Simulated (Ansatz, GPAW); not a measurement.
# C/Sr(110): converging a work function

Wanted: a convergence study on the slab C/Sr(110).

Main program and level: GPAW 26.7.0 and Ansatz 0.2.0; Ansatz plane waves; slab in vacuum with a dipole correction, relaxation, in the first sound run; inputs show where later runs differ.

## (1) The structure

The cell holds 6 atoms: 5 Sr and 1 C. Cell: a = 6.080 Å, b = 4.299 Å, c = 25.098 Å, α = 90.0°, β = 90.0°, γ = 90.0°. Vacuum lies along c.

## (2) Relaxing the atoms

Forces are removed first; all later runs use this geometry. The lowest 2 atoms are held at bulk positions and keep their forces.

Input file input.yaml:

```yaml
crystal:
  lattice:
    - [6.08, 0.0, 0.0]
    - [0.0, 4.2992092296, 0.0]
    - [0.0, 0.0, 25.0984184592]
  atoms:
    - { symbol: Sr, position: [0.0, 0.0, 0.3187451836] }
    - { symbol: Sr, position: [0.5, 0.5, 0.4043921983] }
    - { symbol: Sr, position: [0.0, 0.0, 0.490039213] }
    - { symbol: Sr, position: [0.5, 0.5, 0.5756862277] }
    - { symbol: Sr, position: [0.0, 0.0, 0.6613332424] }
    - { symbol: C, position: [0.5, 0.5, 0.6812548164] }
kpoints:
  mp_grid: { grid: [5, 7, 1] }
hamiltonian:
  xc: pbe
scf:
  occupations: { method: fermi_dirac, width: 0.1 }
efield:
  axis: 3
  dipole_correction: true
  ramp_width: 0.05
relax:
  f_tol: 0.02
  max_steps: 60
  constraints: [{ sites: [0, 1] }]
output:
  write_potential: true
  write_density: true
  volumetric_format: npy
```

On the command line:

```
ansatz run input.yaml --threads 4 --pin off --max-ram 8192MiB --backend cpu --events-out ev --progress --plain --runs-dir out
```

Numbers of over 12 decimals in the logs are rounded to 6 here.

Log:

```text
Engine: ansatz 0.2.0, x86_64-unknown-linux-gnu
Pseudopotentials: kind: paw
Pseudopotential: Sr, paw, valence charge 10, recommended cutoff 420 eV (normal), Sr.paw.azcp
Pseudopotential: C, paw, valence charge 4, recommended cutoff 420 eV (normal), C.paw.azcp
Functional definition: PBE
  parameter kappa = 0.804
  parameter beta = 0.066725
  exchange = pbe_x(kappa = kappa, mu = beta*pi^2/3)
  correlation = pbe_c(beta = beta)
Crystal: 6 atoms, lattice volume = 656.052 Å³
Basis set: ecut = 420 eV, 12881 PW (Γ), exchange–correlation on 90×60×360 points (8 copies of the dense FFT grid, shifted against one another)
Bands: 33, of which v1, the nominal top of the filled ones, is band 27 counted from 1 (26 counted from 0)
Symmetry: 4 space group operations
Space group: Pmm2 (ITA 25), of the structure as read, at distance tolerance 8.7e-5 Å
k-points: 12 of 35
Non-local potential: Sr, projectors of the file, l = 0: 3, l = 1: 2, l = 2: 2
Non-local potential: C, projectors of the file, l = 0: 2, l = 1: 2, l = 2: 1
PAW form: soft (Blöchl's): semilocal exchange-correlation on the pseudo side does not see the compensation charge
PAW one-centre angular grid: Sr, 110 points (default); XC on 64 Gauss nodes
PAW one-centre angular grid: C, 110 points (default); XC on 64 Gauss nodes
Initial density: superposition of atomic densities (neutral atoms: chi_scale 0, normalization atom), corrected by the library's trained network
Initial wavefunctions: pseudopotential atomic-orbital guess
Functional: x = pbe(κ = 0.804, μ = 0.219515), c = pbe(β = 0.066725)
SCF iter   1: F=—  HF=-17966.359780 eV  |F-HF|=—  |Δ(HF+E_count)|=         —  Δρ=8.46e-3  dr2=3.34e0  ethr=1.77e-3  p=-0.218 e·Å  D=-6.02e-2 V/Å  ΔV_dip=1.51 eV  dr2_dipole=2.78e-1  V_vac-E_F(+/−)=3.86/2.35 eV  ⟨swp⟩=16.6  Hψ=6217  notcnv=0
efield: sawtooth ramp at fractional position 0.9750 (placed from the atoms, in the widest stretch of the axis that holds none; the zero of the levels goes with the place), width 0.0500; the density the first Hamiltonian is built on has a dipole p = -0.218 e·Å; the dipole correction subtracts the counter field D = -6.02e-2 V/Å, which shifts the + side's vacuum level by +1.51 eV against the − side's; the planar-averaged density in the ramp window peaks in size at 8.6e-6 e/Å³
automatic band count: the SCF goes on with 39 bands, as 33 were too few: the levels above may hold too much charge
preconditioner: auto → LDOS  [metal: Δε(μ)=0.012 eV  Ē_g=2.192 eV  σ=0.100 eV  W_gap=0.03  n_scr=58 (ndim 8)  ℏωp=5.0 eV  f_vac=0.477  D(μ)=8.27/eV (n_scr^D=36)  β→1.0]
SCF iter   2: F=—  HF=-17966.232139 eV  |F-HF|=—  |Δ(HF+E_count)|=   1.28e-1  Δρ=2.02e-3  dr2=6.83e-2  ethr=1.77e-3  p=-0.193 e·Å  D=-5.32e-2 V/Å  ΔV_dip=1.34 eV  dr2_dipole=7.81e-3  V_vac-E_F(+/−)=3.87/2.54 eV  ⟨swp⟩=3.2  Hψ=694  notcnv=0
SCF iter   3: F=—  HF=-17966.239019 eV  |F-HF|=—  |Δ(HF+E_count)|=   6.88e-3  Δρ=1.00e-3  dr2=1.28e-2  ethr=1.26e-4  p=-0.180 e·Å  D=-4.97e-2 V/Å  ΔV_dip=1.25 eV  dr2_dipole=3.42e-6  V_vac-E_F(+/−)=3.80/2.55 eV  ⟨swp⟩=2.2  Hψ=706  notcnv=0
SCF iter   4: F=—  HF=-17966.240253 eV  |F-HF|=—  |Δ(HF+E_count)|=   1.23e-3  Δρ=5.04e-4  dr2=6.26e-3  ethr=2.37e-5  p=-0.176 e·Å  D=-4.84e-2 V/Å  ΔV_dip=1.22 eV  dr2_dipole=7.93e-4  V_vac-E_F(+/−)=3.79/2.57 eV  ⟨swp⟩=1.0  Hψ=476  notcnv=0
SCF iter   5: F=—  HF=-17966.240252 eV  |F-HF|=—  |Δ(HF+E_count)|=   1.08e-6  Δρ=1.15e-4  dr2=1.56e-4  ethr=1.16e-5  p=-0.172 e·Å  D=-4.74e-2 V/Å  ΔV_dip=1.19 eV  dr2_dipole=2.27e-5  V_vac-E_F(+/−)=3.77/2.58 eV  ⟨swp⟩=1.2  Hψ=471  notcnv=0
SCF iter   6: F=—  HF=-17966.240334 eV  |F-HF|=—  |Δ(HF+E_count)|=   8.25e-5  Δρ=3.75e-5  dr2=2.96e-5  ethr=2.89e-7  p=-0.170 e·Å  D=-4.68e-2 V/Å  ΔV_dip=1.18 eV  dr2_dipole=1.37e-6  V_vac-E_F(+/−)=3.76/2.59 eV  ⟨swp⟩=2.9  Hψ=668  notcnv=0
SCF iter   7: F=-17966.240334 eV  HF=-17966.240340 eV  |F-HF|=6.22e-6  |Δ(HF+E_count)|=   6.01e-6  Δρ=1.37e-5  dr2=5.63e-6  ethr=1.85e-8  p=-0.170 e·Å  D=-4.68e-2 V/Å  ΔV_dip=1.18 eV  dr2_dipole=1.57e-6  V_vac-E_F(+/−)=3.76/2.59 eV  ⟨swp⟩=13.4  Hψ=4284  notcnv=0
SCF 1 converged in 7 iterations: F = -17966.240334 eV  dr2 = 5.63e-6
  Residual-converged pass: ⟨swp⟩=1.0  Hψ=516  notcnv=0  max |occ|·‖R‖ = 7.1e-9 eV (tolerance 1.0e-8 eV)  dr2=5.63e-6  dr2_onsite=3.82e-8  max |Δocc| = 1.3e-10
  greatest PAW one-centre occupation: 0.988 electrons in one spin orbital (limit 2), on the Sr atom at site 0 (counted from 0), in its partial waves of l = 0
relax step   1: F+E_penalty+E_count = -17966.24033427 eV  Δ(F+E_penalty+E_count) = +0.000e0 eV  max|allowed force component| = 1.113e0 eV/Å  Δτ_max = 0.0000 Å  (7 SCF iters, dr2 threshold 1.00e-5 eV, accepted)
Bands: 39, of which v1, the nominal top of the filled ones, is band 27 counted from 1 (26 counted from 0)
Initial density: handed on by an earlier stage of this run
Initial wavefunctions: those handed on with the density
SCF iter   1: F=—  HF=-17966.546755 eV  |F-HF|=—  |Δ(HF+E_count)|=         —  Δρ=8.77e-3  dr2=2.95e0  ethr=3.10e-3  p=-0.170 e·Å  D=-4.68e-2 V/Å  ΔV_dip=1.18 eV  dr2_dipole=7.83e-1  V_vac-E_F(+/−)=3.87/2.69 eV  ⟨swp⟩=6.2  Hψ=1551  notcnv=0
efield: sawtooth ramp at fractional position 0.9750 (handed on by an earlier solve), width 0.0500; the density the first Hamiltonian is built on has a dipole p = -0.170 e·Å; the dipole correction subtracts the counter field D = -4.68e-2 V/Å, which shifts the + side's vacuum level by +1.18 eV against the − side's; the planar-averaged density in the ramp window peaks in size at 2.9e-6 e/Å³
preconditioner: auto → LDOS  [metal: Δε(μ)=0.054 eV  Ē_g=2.245 eV  σ=0.100 eV  W_gap=0.13  n_scr=58 (ndim 8)  ℏωp=5.0 eV  f_vac=0.472  D(μ)=7.90/eV (n_scr^D=30)  β→1.0]
SCF iter   2: F=—  HF=-17966.416652 eV  |F-HF|=—  |Δ(HF+E_count)|=   1.30e-1  Δρ=1.77e-3  dr2=2.62e-2  ethr=3.10e-3  p=-0.135 e·Å  D=-3.71e-2 V/Å  ΔV_dip=0.93 eV  dr2_dipole=8.76e-6  V_vac-E_F(+/−)=3.53/2.60 eV  ⟨swp⟩=2.2  Hψ=630  notcnv=0
SCF iter   3: F=—  HF=-17966.431350 eV  |F-HF|=—  |Δ(HF+E_count)|=   1.47e-2  Δρ=9.59e-4  dr2=2.27e-2  ethr=4.86e-5  p=-0.120 e·Å  D=-3.31e-2 V/Å  ΔV_dip=0.83 eV  dr2_dipole=3.43e-3  V_vac-E_F(+/−)=3.43/2.60 eV  ⟨swp⟩=2.2  Hψ=709  notcnv=0
SCF iter   4: F=—  HF=-17966.430155 eV  |F-HF|=—  |Δ(HF+E_count)|=   1.20e-3  Δρ=2.33e-4  dr2=5.43e-4  ethr=4.20e-5  p=-0.114 e·Å  D=-3.14e-2 V/Å  ΔV_dip=0.79 eV  dr2_dipole=4.81e-5  V_vac-E_F(+/−)=3.38/2.59 eV  ⟨swp⟩=2.0  Hψ=536  notcnv=0
[...]
efield: sawtooth ramp at fractional position 0.9750 (handed on by an earlier solve), width 0.0500; the density the first Hamiltonian is built on has a dipole p = -0.109 e·Å; the dipole correction subtracts the counter field D = -3.02e-2 V/Å, which shifts the + side's vacuum level by +0.76 eV against the − side's; the planar-averaged density in the ramp window peaks in size at 2.9e-6 e/Å³
preconditioner: auto → LDOS  [metal: Δε(μ)=0.042 eV  Ē_g=2.189 eV  σ=0.100 eV  W_gap=0.10  n_scr=58 (ndim 8)  ℏωp=5.0 eV  f_vac=0.474  D(μ)=8.56/eV (n_scr^D=36)  β→1.0]
SCF iter   2: F=—  HF=-17966.441664 eV  |F-HF|=—  |Δ(HF+E_count)|=   2.92e-3  Δρ=5.28e-4  dr2=3.49e-3  ethr=5.28e-5  p=-0.099 e·Å  D=-2.72e-2 V/Å  ΔV_dip=0.68 eV  dr2_dipole=3.44e-4  V_vac-E_F(+/−)=3.28/2.60 eV  ⟨swp⟩=2.0  Hψ=558  notcnv=0
SCF iter   3: F=—  HF=-17966.441538 eV  |F-HF|=—  |Δ(HF+E_count)|=   1.26e-4  Δρ=1.60e-4  dr2=4.86e-4  ethr=6.46e-6  p=-0.096 e·Å  D=-2.65e-2 V/Å  ΔV_dip=0.67 eV  dr2_dipole=2.12e-5  V_vac-E_F(+/−)=3.26/2.60 eV  ⟨swp⟩=2.0  Hψ=594  notcnv=0
SCF iter   4: F=—  HF=-17966.441355 eV  |F-HF|=—  |Δ(HF+E_count)|=   1.83e-4  Δρ=6.72e-5  dr2=8.65e-5  ethr=9.00e-7  p=-0.094 e·Å  D=-2.59e-2 V/Å  ΔV_dip=0.65 eV  dr2_dipole=2.88e-5  V_vac-E_F(+/−)=3.25/2.60 eV  ⟨swp⟩=2.0  Hψ=604  notcnv=0
SCF iter   5: F=—  HF=-17966.441358 eV  |F-HF|=—  |Δ(HF+E_count)|=   3.20e-6  Δρ=1.75e-5  dr2=6.16e-6  ethr=1.60e-7  p=-0.093 e·Å  D=-2.57e-2 V/Å  ΔV_dip=0.64 eV  dr2_dipole=2.32e-6  V_vac-E_F(+/−)=3.24/2.60 eV  ⟨swp⟩=2.0  Hψ=595  notcnv=0
SCF iter   6: F=—  HF=-17966.441361 eV  |F-HF|=—  |Δ(HF+E_count)|=   2.72e-6  Δρ=8.59e-6  dr2=2.56e-6  ethr=2.75e-9  p=-0.093 e·Å  D=-2.56e-2 V/Å  ΔV_dip=0.64 eV  dr2_dipole=6.30e-7  V_vac-E_F(+/−)=3.24/2.60 eV  ⟨swp⟩=12.9  Hψ=3898  notcnv=0
SCF iter   7: F=-17966.441361 eV  HF=-17966.441361 eV  |F-HF|=1.66e-9  |Δ(HF+E_count)|=   3.78e-8  Δρ=1.62e-6  dr2=2.52e-8  ethr=2.75e-9  p=-0.093 e·Å  D=-2.56e-2 V/Å  ΔV_dip=0.64 eV  dr2_dipole=1.72e-9  V_vac-E_F(+/−)=3.24/2.60 eV  ⟨swp⟩=11.6  Hψ=3410  notcnv=0
SCF 3 converged in 7 iterations: F = -17966.441361 eV  dr2 = 2.52e-8
relax step   3: F+E_penalty+E_count = -17966.44136070 eV  Δ(F+E_penalty+E_count) = -1.116e-2 eV  max|allowed force component| = 8.800e-2 eV/Å  Δτ_max = 0.0557 Å  (7 SCF iters, dr2 threshold 1.49e-6 eV, accepted)
[...]
relax step   4: F+E_penalty+E_count = -17966.44513904 eV  Δ(F+E_penalty+E_count) = -3.778e-3 eV  max|allowed force component| = 4.290e-2 eV/Å  Δτ_max = 0.0474 Å  (7 SCF iters, dr2 threshold 4.84e-7 eV, accepted)
[...]
relax step   5: F+E_penalty+E_count = -17966.44608125 eV  Δ(F+E_penalty+E_count) = -9.422e-4 eV  max|allowed force component| = 6.220e-3 eV/Å  Δτ_max = 0.0432 Å  (6 SCF iters, dr2 threshold 4.37e-7 eV, accepted)
iter 1 solved again at ethr=5.57e-10 eV; its pass at ethr=3.10e-3 eV (dr2=3.01e-7 eV) is discarded
SCF iter   1: F=—  HF=-17966.446113 eV  |F-HF|=—  |Δ(HF+E_count)|=         —  Δρ=4.26e-6  dr2=3.04e-7  ethr=5.57e-10  p=-0.091 e·Å  D=-2.51e-2 V/Å  ΔV_dip=0.63 eV  dr2_dipole=6.08e-8  V_vac-E_F(+/−)=3.23/2.59 eV  ⟨swp⟩=1.0  Hψ=1224  notcnv=0
efield: sawtooth ramp at fractional position 0.9750 (handed on by an earlier solve), width 0.0500; the density the first Hamiltonian is built on has a dipole p = -0.091 e·Å; the dipole correction subtracts the counter field D = -2.51e-2 V/Å, which shifts the + side's vacuum level by +0.63 eV against the − side's; the planar-averaged density in the ramp window peaks in size at 2.8e-6 e/Å³
preconditioner: auto → LDOS  [metal: Δε(μ)=0.039 eV  Ē_g=2.191 eV  σ=0.100 eV  W_gap=0.10  n_scr=58 (ndim 8)  ℏωp=5.0 eV  f_vac=0.476  D(μ)=8.51/eV (n_scr^D=36)  β→1.0]
SCF iter   2: F=-17966.446081 eV  HF=-17966.446081 eV  |F-HF|=1.47e-8  |Δ(HF+E_count)|=   3.19e-5  Δρ=1.89e-6  dr2=4.64e-8  ethr=1.85e-10  p=-0.091 e·Å  D=-2.51e-2 V/Å  ΔV_dip=0.63 eV  dr2_dipole=7.86e-9  V_vac-E_F(+/−)=3.23/2.59 eV  ⟨swp⟩=9.4  Hψ=3428  notcnv=0
SCF 6 converged in 2 iterations: F = -17966.446081 eV  dr2 = 4.64e-8
relax step   6: F+E_penalty+E_count = -17966.44608146 eV  Δ(F+E_penalty+E_count) = -2.086e-7 eV  max|allowed force component| = 6.240e-3 eV/Å  Δτ_max = 0.0000 Å  (2 SCF iters, accepted)
NSCF: frozen V_eff on 12 k-points
the band table was solved once a step of the walk had ended and its energy, with any forces and stress, was formed, with the checks that follow a solve (2567 applications of the Hamiltonian). They found nothing against the state; the energy, forces and stress were not computed again (output.eigenvalues in the input reference)
WARN: The output density's exchange-correlation potential varies sharply where the density is thin. Do not read a vacuum level from v_tot or v_xc, or from such a field of the output density. On a cell that repeats whose density bears no net charge and no dipole along the vacuum's axis use v_es (v_loc + v_h of the components); under efield.dipole_correction with no amplitude use v_es + v_field, which holds any externa [...]
SCF converged after 2 iterations
Free energy (F): -17966.446081 eV
Harris-Foulkes:  -17966.446081 eV  (|F-HF|=1.47e-8)
Internal energy: -17966.166318 eV  (E = F + TS)
E sigma→0 (E₀):  -17966.306200 eV
Entropy (-TS):   -0.279764 eV (-46.627 meV/atom)
Fermi energy:    0.528018 eV
Dipole field:    D = -0.025207 V/Å  (p = -0.091391 e·Å, saw-weighted, corrected)
Work function:   Φ+ = 3.2265 eV   Φ− = 2.5938 eV
Levels:          The Fermi level and band energies are counted from a zero that moves with the ramp; work functions are not
--- Per-component energies (eV) ---
  E_band       = -923.736903
  E_kinetic    = 1280.526441
  E_local      = -17118.741369  (includes V_loc(G=0)·N_el)
  E_nonlocal   = 1041.186103
  E_hartree    = 7464.568784
  E_xc         = -898.517005
  E_vxc        = -848.077048  (∫ρ·V_xc dr)
  E_paw        = -13570.994610  (= ΣΔE_a)
  E_vpaw       = -207.871984  (= ΣTr[D̂ρ^β])
  E_aug_tail   = -0.000003  (compensation charges beyond the density's cutoff)
  E_efield     = 0.001152  (sawtooth field / dipole correction)
  E_vefield    = 0.102516  (∫n·V_field dr)
  E_ewald      = 3835.804189
  E_smearing   = -0.279764  (= −TS)
  E_closure    = 0.000000  (closes the sum)
  Σ components = -17966.446081   (vs F -17966.446081, Δ=0.00e0)
--- Forces (eV/Å), atoms counted from 1 ---
  atom   1  Sr    -0.00000000    -0.00000000     0.03477889
  atom   2  Sr     0.00000000     0.00000000    -0.03415695
  atom   3  Sr    -0.00000000     0.00000000     0.00624042
  atom   4  Sr     0.00000000    -0.00000000    -0.00299299
  atom   5  Sr     0.00000000    -0.00000000    -0.00048035
  atom   6  C      0.00000000    -0.00000000    -0.00348437
  max |Σ_I F_I| component: 9.54e-5 eV/Å
--- Band table (eV; the first three rows and the last of 12) ---
  k-point 0: bands = [... 23 lower, -0.5288, 0.0230, 0.0380, 0.3646, 0.6933, 1.0074, 1.1327, 1.3500, ... 8 higher]
  k-point 1: bands = [... 23 lower, -0.3936, 0.0082, 0.1188, 0.4897, 0.6206, 0.8442, 1.2748, 1.2943, ... 8 higher]
  k-point 2: bands = [... 23 lower, -0.3149, -0.0596, 0.2316, 0.4197, 0.6153, 1.0471, 1.1125, 1.2785, ... 8 higher]
  k-point 11: bands = [... 23 lower, -0.1543, -0.1220, 0.2994, 0.5431, 0.6262, 0.7701, 0.9531, 0.9803, ... 8 higher]
--- Relaxed structure (6 steps of the walk, 6 accepted, 0 SCFs on fresh bases) ---
  F+E_penalty+E_count = -17966.44608146 eV   max|allowed force component| = 6.240e-3 eV/Å
  atoms:
    - { symbol: Sr, position: [0.0, 0.0, 0.3187451836] }
    - { symbol: Sr, position: [0.500000, 0.500000, 0.4043921983] }
    - { symbol: Sr, position: [1.219871716774801e-18, 0, 0.484716] }
    - { symbol: Sr, position: [0.500000, 0.500000, 0.573599] }
    - { symbol: Sr, position: [-1.207551207815128e-18, 0, 0.666603] }
    - { symbol: C, position: [0.500000, 0.500000, 0.669462] }
```

It took 19 s on 4 threads of Intel Xeon 6975P-C (Granite Rapids), shared host; peak memory 1.1 GiB.

Relaxation path:

```
step  energy less that of the first step (eV)  largest force component (eV/Å)
   1                                   0.0000                          1.1128
   2                                  -0.1899                          0.1542
   3                                  -0.2010                          0.0880
   4                                  -0.2048                          0.0429
   5                                  -0.2057                          0.0062
   6                                  -0.2057                          0.0062
```

Forces are held to the 4 operations that the run works with; a distortion that breaks them can't arise in this run.

The atoms that moved most (Å):

```
atom     dx     dy      dz  length
  C6  0.000  0.000  -0.296   0.296
 Sr3  0.000  0.000  -0.134   0.134
 Sr5  0.000  0.000   0.132   0.132
 Sr4  0.000  0.000  -0.052   0.052
```

Final coordinates:

```cif
data_structure
_symmetry_space_group_name_H-M 'P 1'
_symmetry_Int_Tables_number 1
_cell_length_a 6.0800
_cell_length_b 4.2992
_cell_length_c 25.0984
_cell_angle_alpha 90.000
_cell_angle_beta 90.000
_cell_angle_gamma 90.000
_cell_volume 656.05
loop_
_atom_site_label
_atom_site_type_symbol
_atom_site_fract_x
_atom_site_fract_y
_atom_site_fract_z
_atom_site_occupancy
Sr1 Sr 0.00000 0.00000 0.31875 1
Sr2 Sr 0.50000 0.50000 0.40439 1
Sr3 Sr 0.00000 0.00000 0.48472 1
Sr4 Sr 0.50000 0.50000 0.57360 1
Sr5 Sr 0.00000 0.00000 0.66660 1
C6 C 0.50000 0.50000 0.66946 1
```

Numbers from this step:

| Item | Value |
| --- | --- |
| free energy | -17966.4461 eV |
| smearing term TS | 0.2798 eV |
| gap by band count | 0.01872 eV |
| symmetry operations | 4 |
| upper work function | 3.226 eV |
| lower work function | 2.594 eV |
| dipole along the normal | -0.09139 e·Å |
| dipole field | -0.02521 V/Å |
| vacuum level above | 3.754 eV |
| vacuum level below | 3.122 eV |

The electrostatic potential energy of an electron (with the applied field's), less the Fermi level, planar mean oscillates, so the rows of the table below give means over windows of 2.09 Å about each position, cut where the curve ends. Its maxima inside the range that stand out by 2 % of the span (Å: eV): 9.1: -0.919, 11.2: -1.34, 13.2: -0.540, 15.6: 0.517. Its minima: 7.9: -8.09, 10.2: -7.88, 12.1: -8.02, 14.4: -7.70, 16.7: -10.1.

The electrostatic potential energy of an electron (with the applied field's), less the Fermi level, planar mean by z; means over each step:

z (Å), electrostatic potential energy of an electron (with the applied field's), less the Fermi level, planar mean (eV) and a bar from the least value:
```
     1.04        2.6 ############################
     3.13        2.6 ############################
     5.22        2.4 ###########################
     7.31       -2.7 #######
     9.40       -3.9 ##
    11.49       -4.4 
    13.58       -3.5 ####
    15.67       -2.8 ######
    17.77       -1.0 #############
    19.85        3.2 ##############################
    21.95        3.2 ##############################
    24.03        3.2 ##############################
```

The valence density, planar mean oscillates, so the rows of the table below give means over windows of 2.16 Å about each position, cut where the curve ends. Its maxima inside the range that stand out by 2 % of the span (Å: e/Å³): 8.1: 0.258, 10.2: 0.269, 12.1: 0.265, 14.4: 0.260, 16.7: 0.376. Its minima: 9.1: 0.0764, 11.2: 0.0906, 13.2: 0.0688, 15.5: 0.0689.

Valence density, planar mean against z; means over each step:

```
z (Å)  valence density, planar mean (e/Å³)
 1.08                               2.3e-6
 3.24                               1.2e-4
 5.40                              0.00411
 7.56                                0.151
 9.72                                0.180
11.88                                0.183
14.04                                0.171
16.20                                0.224
18.36                               0.0425
20.52                               3.6e-4
22.68                               5.1e-6
```

The relaxation lowered the energy of the cell by 0.206 eV.

(Continued in part 2 of 3.)

[Logs are printed without paths, hosts, clocks, repeated set-up lines and the standing remarks that a program may print on its own settings, such as how far it seeks lower states.]

[Hosts, paths, dates, database ids (printed as entryN), source tags and the programs' standing remarks are cut or masked in the printed files.]
